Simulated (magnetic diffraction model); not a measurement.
# Which magnetic order? YbMg₃

Space group Imm2 (no. 44), a = 3.2670 Å, b = 10.9070 Å, c = 5.6740 Å.

| site | atom | x | y | z |
| --- | --- | --- | --- | --- |
| 2a | Yb | 0 | 0 | 0.6673 |
| 4d | Mg | 0 | 0.2455 | 0.0032 |
| 2b | Mg | 1/2 | 0 | 0.1650 |

The compound is invented for this exercise: a known structure type with other elements, its cell scaled to their sizes and not relaxed.

Only Yb is taken to order (form factors of Yb3+); orders and moment sizes are assumed, and not adapted to the symmetry. Radiation: neutrons of λ = 1.909 Å, 8° to 65°; isotropic B of 0.27 Å² (Yb) and 0.4 Å² (Mg). Simulated constant-wavelength pattern: nuclear and magnetic terms add, the magnetic one as |2.695 fm × Σ f S⊥ exp(2πi Q·r) exp(−B s²)|², summed over all Q at one angle with the factor 1/(sin²θ cos θ). For collinear order S is the moment m, which repeats by lattice and centring translations R with the sign exp(−2πi k·R). Free-ion form factors, Sears's scattering lengths of 1992, no absorption; a label names one of the reflections at its angle. The strongest nuclear line in the range is 100, and lines under 0.2 are left out.

Above the ordering temperature:

```csv
2θ (°),index,I
20.16,(0 2 0),9.0
21.86,(0 1 1),14.7
35.52,(1 1 0),6.6
36.34,(0 3 1),6.7
39.32,(0 0 2),12.8
39.41,(1 0 1),23.4
40.98,(0 4 0),37.6
44.57,(0 2 2),48.5
44.65,(1 2 1),100.0
46.26,(1 3 0),2.9
54.02,(1 1 2),5.6
55.91,(0 5 1),2.3
58.09,(0 4 2),12.9
58.16,(1 4 1),23.7
61.62,(0 1 3),2.5
62.29,(1 3 2),5.3
63.35,(0 6 0),1.2
63.49,(1 5 0),3.3
```

Below it (cell unchanged):

```
2θ (°)      I
 20.16   25.0
 21.86   20.4
 35.52   16.2
 36.34   13.2
 39.32   12.8
 39.41   29.2
 40.98   41.1
 44.57   49.8
 44.65  109.4
 46.26    8.2
 54.02    9.0
 55.91    5.3
 58.09   14.6
 58.16   29.3
 61.62    2.6
 62.29    8.4
 63.35    2.5
 63.49    5.9
```

**Question.** Find the propagation vector, then choose among these models:
A. collinear moments along [111], 3.6 μB on Yb
B. collinear moments along [110], 3.6 μB on Yb
C. collinear moments along [001], 3.6 μB on Yb

No line moves, and magnetic intensity falls on nuclear lines such as the one at 20.16°, so the magnetic cell equals the chemical primitive cell: k = 0.

Magnetic intensity, observed (below minus above) and for each model:

| 2θ (°) | index | observed | A | B | C |
| --- | --- | --- | --- | --- | --- |
| 20.16 | (0 2 0) | 16.0 | 4.2 | 1.3 | 16.0 |
| 21.86 | (0 1 1) | 5.8 | 18.6 | 21.8 | 5.8 |
| 36.34 | (0 3 1) | 6.5 | 3.9 | 3.2 | 6.5 |
| 39.32 | (0 0 2) | <0.2 | 3.1 | 3.9 | <0.2 |
| 40.98 | (0 4 0) | 3.5 | 0.9 | 0.3 | 3.5 |
| 44.57 | (0 2 2) | 1.2 | 4.0 | 4.7 | 1.2 |
| 54.02 | (1 1 2) | 3.4 | 6.3 | 7.1 | 3.4 |
| 61.62 | (0 1 3) | 0.1 | 2.2 | 2.7 | 0.1 |

Model C matches.

The absence at (0 0 2) is telling: Q lies along the moments there, so the part normal to Q vanishes.

The structure used: k = (0 0 0), collinear moments along [001], 3.6 μB on Yb.

[Logs are printed without paths, hosts, clocks, repeated set-up lines and the standing remarks that a program may print on its own settings, such as how far it seeks lower states.]
